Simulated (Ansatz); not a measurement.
**SiC (Moissanite 3C, F-43m): phonons and vibrational spectra**

Aim: the phonons of SiC (Moissanite 3C, F-43m) at a cell relaxed beforehand at this level. After the zone centre comes a 4×4×4 q mesh on a 12×12×12 k mesh.

Calculated with Ansatz 0.2.0; DFT LDA, scalar-relativistic, plane waves, PAW; PAW set soft_1.

Experimental background.

“Infrared properties of SiC particles” (1999, arxiv:astro-ph/9903031) quotes from earlier work for SiC, 3C (beta, cubic zinc blende) (literature average; scatter up to 0.2): ε∞ (high-frequency dielectric constant) 6.49 [average of published experimental values; polytype label garbled in the row, 3C inferred …].

For SiC, beta-SiC (3C, zinc blende) (near-stoichiometric polycrystalline SiC fibers (Hi-S, SA, Sylramic; C/Si below 1.1), cross sections, 300 K), “Non-Destructive Mechanical Characterization of Sic Fibers by Raman Spectroscopy” (2007, arxiv:cond-mat/0701342) gives, by micro-Raman backscattering, 514.5 nm: Raman mode (TO at Gamma (degenerate TO1/TO2), approximate peak position) about 796 cm⁻¹ [polymer-derived SiC fibers with excess carbon and stacking disorder; satellite line near …].

For SiC, 3C (zinc blende) (high-purity CVD 3C-SiC wafer, 292 K), “Optical properties of silicon carbide for astrophysical applications I. New laboratory infrared reflectance spectra and optical constants” (2008, arxiv:0803.1210) gives, by FTIR reflectance, classical dispersion analysis: infrared mode (TO at Gamma) about 797.5 cm⁻¹ [TO position from reflectance band and dispersion fit; imperfect surface polish].

### Step 1. The starting structure

The structure is cubic, space group F-43m (No. 216). Conventional cell: a = 4.329 Å, b = 4.329 Å, c = 4.329 Å, α = 90.00°, β = 90.00°, γ = 90.00°. Si has 4 C at 1.87 Å nearest. C has 4 Si at 1.87 Å nearest. Farther neighbours are not listed.

### Step 2. Modes at Γ

The cell comes from relaxations at this level that are not shown. The zone centre comes first: it holds the modes that light can see, as far as symmetry allows. The response to a homogeneous field gives the Born charges and the dielectric tensor.

input.yaml

```yaml
crystal:
  lattice:
    - [0.0, 2.1645341188, 2.1645341188]
    - [2.1645341188, 0.0, 2.1645341188]
    - [2.1645341188, 2.1645341188, 0.0]
  atoms:
    - { symbol: Si, position: [0.0, 0.0, 0.0] }
    - { symbol: C, position: [0.25, 0.25, 0.25] }
kpoints:
  mp_grid: { grid: [12, 12, 12] }
hamiltonian:
  xc: lda
  pseudopotentials: { kind: paw, azcp: { folder: soft_1 }, xc_functional: pbe }
scf:
  occupations: { method: fixed }
output:
  eigenvalues: true
phonons:
  method: dfpt
  dielectric: true
  rigid_motions: translations
```

Started as:

```console
$ ansatz run input.yaml --threads 4 --pin off --max-ram 10240MiB --backend cpu --events-out ev --progress --plain --runs-dir out
```

Numbers of over 12 decimals in the logs are rounded to 6 here.

What it wrote:

```text
Engine: ansatz 0.2.0, aarch64-unknown-linux-gnu
Pseudopotentials: kind: paw
Pseudopotential: Si, paw, valence charge 4, recommended cutoff 420 eV (normal), soft_1/Si.paw.azcp
Pseudopotential: C, paw, valence charge 4, recommended cutoff 420 eV (normal), soft_1/C.paw.azcp
Functional definition: SPW92
  exchange = slater_x
  correlation = pw_c
Crystal: 2 atoms, lattice volume = 20.283 Å³
Basis set: ecut = 420 eV, 411 PW (Γ), exchange–correlation on 48×48×48 points (8 copies of the dense FFT grid, shifted against one another)
Bands: 8, of which v1, the nominal top of the filled ones, is band 4 counted from 1 (3 counted from 0)
Symmetry: 24 space group operations
k-points: 280 of 1728 (irreducible under 4 space group operations, time reversal used)
Non-local potential: Si, projectors of the file, l = 0: 2, l = 1: 2, l = 2: 1
Non-local potential: C, projectors of the file, l = 0: 2, l = 1: 2, l = 2: 1
PAW form: soft (Blöchl's): semilocal exchange-correlation on the pseudo side does not see the compensation charge
PAW frozen core: Si, regenerated for the run's functional, and the local potential with it (the file was generated under x = pbe(κ = 0.804, μ = 0.219515), c = pbe(β = 0.066725))
PAW frozen core: C, regenerated for the run's functional, and the local potential with it (the file was generated under x = pbe(κ = 0.804, μ = 0.219515), c = pbe(β = 0.066725))
PAW one-centre angular grid: Si, 110 points (default); XC on 64 Gauss nodes
PAW one-centre angular grid: C, 110 points (default); XC on 64 Gauss nodes
Initial density: superposition of atomic densities (chi_scale 0.1, normalization cell, long waves kept (reshape's long-wave potential 0.00 eV rms))
Initial wavefunctions: pseudopotential atomic-orbital guess
Functional: x = slater, c = lda
SCF iter   1: F=—  HF=-853.799655 eV  |F-HF|=—  |Δ(HF+E_count)|=         —  Δρ=1.41e-1  dr2=4.89e0  ethr=3.10e-3  ⟨swp⟩=4.5  Hψ=15613  notcnv=0  defer=293
preconditioner: auto → none  [insulator: Δε(μ)=3.356 eV  Ē_g=14.864 eV  n_scr=0 (ndim 8)  ℏωp=23.3 eV  f_vac=0.000  ε∞_Penn≈3.5]
SCF iter   2: F=—  HF=-852.311847 eV  |F-HF|=—  |Δ(HF+E_count)|=    1.49e0  Δρ=5.05e-2  dr2=3.37e-1  ethr=3.10e-3  ⟨swp⟩=3.0  Hψ=7202  notcnv=0  defer=519
SCF iter   3: F=—  HF=-852.213706 eV  |F-HF|=—  |Δ(HF+E_count)|=   9.81e-2  Δρ=1.89e-2  dr2=3.79e-2  ethr=3.10e-3  ⟨swp⟩=2.3  Hψ=4145  notcnv=0  defer=524
SCF iter   4: F=—  HF=-852.205060 eV  |F-HF|=—  |Δ(HF+E_count)|=   8.65e-3  Δρ=1.40e-3  dr2=1.95e-4  ethr=4.73e-4  ⟨swp⟩=2.0  Hψ=2822  notcnv=0  defer=535
SCF iter   5: F=—  HF=-852.205128 eV  |F-HF|=—  |Δ(HF+E_count)|=   6.80e-5  Δρ=1.62e-4  dr2=1.73e-6  ethr=2.44e-6  ⟨swp⟩=2.4  Hψ=3496  notcnv=0  defer=536
SCF iter   6: F=—  HF=-852.205129 eV  |F-HF|=—  |Δ(HF+E_count)|=   1.76e-6  Δρ=3.20e-5  dr2=9.17e-8  ethr=2.17e-8  ⟨swp⟩=2.3  Hψ=3400  notcnv=0  defer=74
SCF iter   7: F=—  HF=-852.205129 eV  |F-HF|=—  |Δ(HF+E_count)|=   6.68e-7  Δρ=4.59e-6  dr2=1.56e-9  ethr=1.15e-9  ⟨swp⟩=2.0  Hψ=2986  notcnv=0
SCF iter   8: F=-852.205129 eV  HF=-852.205129 eV  |F-HF|=1.71e-12  |Δ(HF+E_count)|=  1.25e-10  Δρ=2.47e-7  dr2=5.03e-12  ethr=1.25e-12  ⟨swp⟩=7.5  Hψ=14298  notcnv=0
SCF 1 converged in 8 iterations: F = -852.205129 eV  dr2 = 5.03e-12
  greatest PAW one-centre occupation: 0.642 electrons in one spin orbital (limit 2), on the C atom at site 1 (counted from 0), in its partial waves of l = 0
NSCF: frozen V_eff on 1 k-points
DFPT response loops at Γ: preconditioner auto → none (the input reference at scf.mixing.eps_inf says where Resta's filter doesn't serve); β = 0.50; Broyden in place of MSR1
── the response to a field inside a basis, on 12×12×12 k-points: an SCF that follows is theirs, and a resumed run solves both again ──
Bands: 5, of which v1, the nominal top of the filled ones, is band 4 counted from 1 (3 counted from 0)
k-points: 182 of 1728 (irreducible under 6 space group operations, time reversal used)
Initial density: handed on by an earlier stage of this run
Initial wavefunctions: pseudopotential atomic-orbital guess (no wavefunctions were taken with the density)
Eigensolver: Dense (182 Hₖ)
SCF iter   1: F=—  HF=-852.206053 eV  |F-HF|=—  |Δ(HF+E_count)|=         —  Δρ=2.43e-4  dr2=1.54e-6  ethr=1.00e-1
preconditioner: auto → none  [insulator: Δε(μ)=1.463 eV  Ē_g=10.712 eV  n_scr=0 (ndim 8)  ℏωp=23.3 eV  f_vac=0.000  ε∞_Penn≈5.7]
SCF iter   2: F=—  HF=-852.206054 eV  |F-HF|=—  |Δ(HF+E_count)|=   8.17e-7  Δρ=1.21e-4  dr2=3.91e-7  ethr=1.93e-8
SCF iter   3: F=—  HF=-852.206055 eV  |F-HF|=—  |Δ(HF+E_count)|=   3.46e-7  Δρ=2.53e-5  dr2=1.03e-7  ethr=4.88e-9
SCF iter   4: F=-852.206055 eV  HF=-852.206055 eV  |F-HF|=1.86e-11  |Δ(HF+E_count)|=   2.89e-8  Δρ=1.76e-6  dr2=2.12e-10  ethr=1.28e-9
SCF 1 converged in 4 iterations: F = -852.206055 eV  dr2 = 2.12e-10
DFPT response loops at Γ: mixed as the last ones told, above
SCF converged after 8 iterations
Free energy (F): -852.205129 eV
Harris-Foulkes:  -852.205129 eV  (|F-HF|=1.71e-12)
Internal energy: -852.205129 eV  (E = F + TS)
E sigma→0 (E₀):  -852.205129 eV
Fermi energy:    9.498477 eV
--- Per-component energies (eV) ---
  E_band       = 28.636590
  E_kinetic    = 134.322675
  E_local      = -95.843663  (includes V_loc(G=0)·N_el)
  E_nonlocal   = 47.393881
  E_hartree    = 31.333587
  E_xc         = -105.213143
  E_vxc        = -109.128385  (∫ρ·V_xc dr)
  E_paw        = -577.658648  (= ΣΔE_a)
  E_vpaw       = -10.775142  (= ΣTr[D̂ρ^β])
  E_aug_tail   = 0.000048  (compensation charges beyond the density's cutoff)
  E_ewald      = -286.687030
  E_core_change = 0.147163  (= ΣΔE_core)
  E_smearing   = -0.000000  (= −TS)
  E_closure    = 0.000000  (closes the sum)
  Σ components = -852.205129   (vs F -852.205129, Δ=0.00e0)
--- Band table (eV; the first three rows and the last of 280) ---
  k-point 0: bands = ["-5.9826", "9.4985", "9.4985", "9.4985", "15.9936", "16.8324", "16.8324", "16.8324"]
  k-point 1: bands = ["-5.8442", "8.7781", "9.4027", "9.4027", "16.1793", "17.0093", "17.0093", "17.0192"]
  k-point 2: bands = ["-5.4329", "7.1311", "9.1653", "9.1653", "15.9719", "17.3509", "17.3509", "17.9499"]
  k-point 279: bands = ["-0.5314", "2.4325", "4.3866", "4.7080", "14.6655", "19.0193", "19.0452", "19.2108"]
--- Phonons (Γ-DFPT): 2 representative perturbations + reference, on 280 of 1728 k-points (Σ response iterations 6) ---
  k mesh reduced under 4 symmetry operations, with k and −k counted as one. Each operation leaves every solved perturbation unchanged. A smaller set is not considered because the run solves the response to a homogeneous field
  ASR residual: 1.415e-4 → 0.000e0 eV/Å²; symmetrization residual: 2.081e-7 eV/Å²
  ASR residual per site (eV/Å²): 2.63e-5 1.41e-4
  Γ frequencies (cm⁻¹): 0.00 0.00 0.00 797.81 797.81 797.81
  ε∞ (high-frequency dielectric tensor):
        6.920579     0.000000     0.000000
        0.000000     6.920579     0.000000
        0.000000     0.000000     6.920579
  ε⁰ (static dielectric tensor: ions relaxed, cell fixed):
       10.300134     0.000000     0.000000
        0.000000    10.300134     0.000000
        0.000000     0.000000    10.300134
  ε⁰ − ε∞ (ionic part):
        3.379554     0.000000     0.000000
        0.000000     3.379554     0.000000
        0.000000     0.000000     3.379554
  softest optical mode at Γ: 797.81 cm⁻¹; the repairs (sum rule, projections) moved no ω² at Γ by more than (1.80 cm⁻¹)²
  Born effective charges Z* (e; rows j = field, columns β = displacement):
    site 0:
         2.73123   -0.00000    0.00000
         0.00000    2.73123    0.00000
        -0.00000    0.00000    2.73123
    site 1:
        -2.73123    0.00000   -0.00000
        -0.00000   -2.73123   -0.00000
         0.00000   -0.00000   -2.73123
  Z* charge neutrality: 6.696e-4 e pre-enforcement
  solved inside a basis spanned on kpoints, on 12×12×12 k-points, its susceptibility summed on 16×16×16: ε∞ is read to err by 1.9e-2, Z* by 9.2e-3 e (field_mesh: kpoints solves on kpoints); Z* is corrected for what the basis lacks
  optical modes at Γ without the LO–TO term, one row a degenerate level:
      ω (cm⁻¹)  modes    IR ((D/Å)²/amu)
        797.81      3            61.3689
  optical modes at Γ + LO–TO along q̂ = [1.0000, 0.0000, 0.0000]:
      ω (cm⁻¹)  modes    IR ((D/Å)²/amu)
        797.81      2            40.9126
        973.31      1            20.4563
  optical modes at Γ + LO–TO along q̂ = [0.0000, 1.0000, 0.0000]:
      ω (cm⁻¹)  modes    IR ((D/Å)²/amu)
        797.81      2            40.9126
        973.31      1            20.4563
  optical modes at Γ + LO–TO along q̂ = [0.0000, 0.0000, 1.0000]:
      ω (cm⁻¹)  modes    IR ((D/Å)²/amu)
        797.81      2            40.9126
        973.31      1            20.4563
```

It took 8 s on 4 threads of Arm Neoverse V2, shared host; peak memory 0.55 GiB; 29 s of CPU time.

In the SCF lines HF is the Harris–Foulkes energy and dr2 the Hartree energy of the density residual, in eV; the loop may stop once dr2 is under the threshold and the program's other checks hold. Hψ counts applications of the Hamiltonian.

This step gave:

```
gap on the k-mesh                                       : 1.301 eV
volume per atom                                         : 10.14 Å³
sum-rule residual before enforcement                    : 1.41e-4 eV/Å²
miss of the charge sum rule                             : 6.70e-4 e
estimated error of the dielectric tensor                : 0.01880
estimated error of the Born charges                     : 0.009225 e
point group                                             : -43m
highest optical mode at the zone centre (no LO-TO term) : 797.8 cm⁻¹
lowest optical zone-centre mode                         : 797.8 cm⁻¹
mean high-frequency dielectric constant                 : 6.921
largest Born charge (third of the trace)                : 2.731 e
mean static dielectric constant                         : 10.30
top of the zone-centre spectrum with the field          : 973.3 cm⁻¹
```

Without the LO-TO term. Patterns of degenerate modes are one choice out of their space. The modes at Γ (shares of kinetic energy by element, %):

| mode | frequency (cm⁻¹) | symmetry | Si % | C % |
| --- | --- | --- | --- | --- |
| 1 | 0.0 | acoustic | 70 | 30 |
| 2 | 0.0 | acoustic | 70 | 30 |
| 3 | 0.0 | acoustic | 70 | 30 |
| 4 | 797.8 | T2 | 30 | 70 |
| 5 | 797.8 | T2 | 30 | 70 |
| 6 | 797.8 | T2 | 30 | 70 |

Displacements in mode 6 (797.8 cm⁻¹), the largest set to 1:
```
Si1  0.00  0.00 -0.43
C2   0.00  0.00  1.00
```

Optical modes at the zone centre, without and with the macroscopic field of the longitudinal modes; each column is sorted by frequency, so a row need not hold one and the same mode. Modes with and without the field, by row:

| rank among optical modes | no field (cm⁻¹) | q along (1, 0, 0) (cm⁻¹) |
| --- | --- | --- |
| 1 | 797.8 | 797.8 |
| 2 | 797.8 | 797.8 |
| 3 | 797.8 | 973.3 |

Born charge (rows field, columns displacement) (e), principal values of the symmetric part by kind of site:

| atom | atoms with these values | low | middle | high | mean |
| --- | --- | --- | --- | --- | --- |
| Si1 | 1 | 2.73 | 2.73 | 2.73 | 2.73 |
| C2 | 1 | -2.73 | -2.73 | -2.73 | -2.73 |

In full for C2:

```
-2.73  0.00  0.00
 0.00 -2.73  0.00
 0.00  0.00 -2.73
```

High-frequency dielectric tensor:

```
6.92 0.00 0.00
0.00 6.92 0.00
0.00 0.00 6.92
```

Static dielectric tensor (ions relaxed, fixed cell):

```
10.30  0.00  0.00
 0.00 10.30  0.00
 0.00  0.00 10.30
```

Transverse modes. Infrared lines, with heights relative to the strongest:

| position (cm⁻¹) | label | relative intensity |
| --- | --- | --- |
| 798 | T2 | 100 |

Before it was imposed, the acoustic sum rule was missed by 1.4e-4 eV/Å² and the charge sum rule by 6.7e-4 e. Small misses are needed for a sound result but don't prove that mesh and cutoff are converged. The lowest optical mode is real, 798 cm⁻¹.

(Continued in part 2 of 3.)

[Logs are printed without paths, hosts, clocks, repeated set-up lines and the standing remarks that a program may print on its own settings, such as how far it seeks lower states.]

[Hosts, paths, dates, database ids (printed as entryN), source tags and the programs' standing remarks are cut or masked in the printed files.]
